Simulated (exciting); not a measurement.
Consider KLuS2, space group R-3m.

```cif
data_structure
_symmetry_space_group_name_H-M 'P 1'
_symmetry_Int_Tables_number 1
_cell_length_a 7.6385
_cell_length_b 7.6385
_cell_length_c 7.6385
_cell_angle_alpha 29.961
_cell_angle_beta 29.961
_cell_angle_gamma 29.961
_cell_volume 98.46
loop_
_atom_site_label
_atom_site_type_symbol
_atom_site_fract_x
_atom_site_fract_y
_atom_site_fract_z
_atom_site_occupancy
Lu1 Lu 0.50000 0.50000 0.50000 1
K2 K 0.00000 0.00000 0.00000 1
S3 S 0.76631 0.76631 0.76631 1
S4 S 0.23369 0.23369 0.23369 1
```

Absorber: atom 3, with 3 Lu at 2.71 Å and 3 K at 3.15 Å (distorted octahedral, site symmetry 3m). Method: exciting, all-electron LAPW+lo, LDA, exchange and screened direct term (singlet BSE), 3×3×3 shifted k points, 44 conduction bands, |G+q| up to 3 bohr⁻¹ (2.5 in the exchange term), full RPA screening with nempty = 74, Lorentzian half width 0.45 eV.

Predict the S L₂,₃ near-edge structure at this level.

Bound core exciton? Yes on this mesh: the first bright state (over 5 % of the brightest) lies at -0.85 eV from the Kohn–Sham onset. Maxima (height): 2.0 eV (0.51), 10.2 eV (1.00), 13.3 eV (0.81), 14.6 eV (0.88) and 20.1 eV (0.60).

Energy from the Kohn–Sham onset, core level to the lowest empty state found on the meshes used; Im ε in relative units:

```
E (eV)  Im ε
  -3.0  0.02
  -2.5  0.03
  -2.0  0.04
  -1.5  0.06
  -1.0  0.10
  -0.5  0.16
   0.0  0.20
   0.5  0.30
   1.0  0.36
   1.5  0.44
   2.0  0.51
   2.5  0.46
   3.0  0.44
   3.5  0.41
   4.0  0.38
   4.5  0.39
   5.0  0.41
   5.5  0.43
   6.0  0.44
   6.5  0.48
   7.0  0.53
   7.5  0.60
   8.0  0.67
   8.5  0.73
   9.0  0.83
   9.5  0.88
  10.0  0.98
  10.5  0.97
  11.0  0.93
  11.5  0.91
  12.0  0.86
  12.5  0.79
  13.0  0.80
  13.5  0.80
  14.0  0.80
  14.5  0.87
  15.0  0.85
  15.5  0.81
  16.0  0.80
  16.5  0.77
  17.0  0.70
  17.5  0.63
  18.0  0.60
  18.5  0.57
  19.0  0.59
  19.5  0.60
  20.0  0.60
  20.5  0.57
  21.0  0.57
```

With 27 k points the binding energies are rough, and fine structure above the first lines is partly noise of the mesh. The kernel cutoff is low for a compact core orbital, so the effect of exchange is a lower bound. The zero comes from the shifted mesh, which comes near the band minimum without meeting it. The conduction states carry no spin here, so the exchange coupling to the spinor core hole is only partly held. The structure is a published determination, not relaxed.

[Banner, clock and machine lines of the logs are left out without a mark of their own.]

[Logs are printed without paths, hosts, clocks, repeated set-up lines and the standing remarks that a program may print on its own settings, such as how far it seeks lower states.]

[Hosts, paths, dates, database ids (printed as entryN), source tags and the programs' standing remarks are cut or masked in the printed files.]
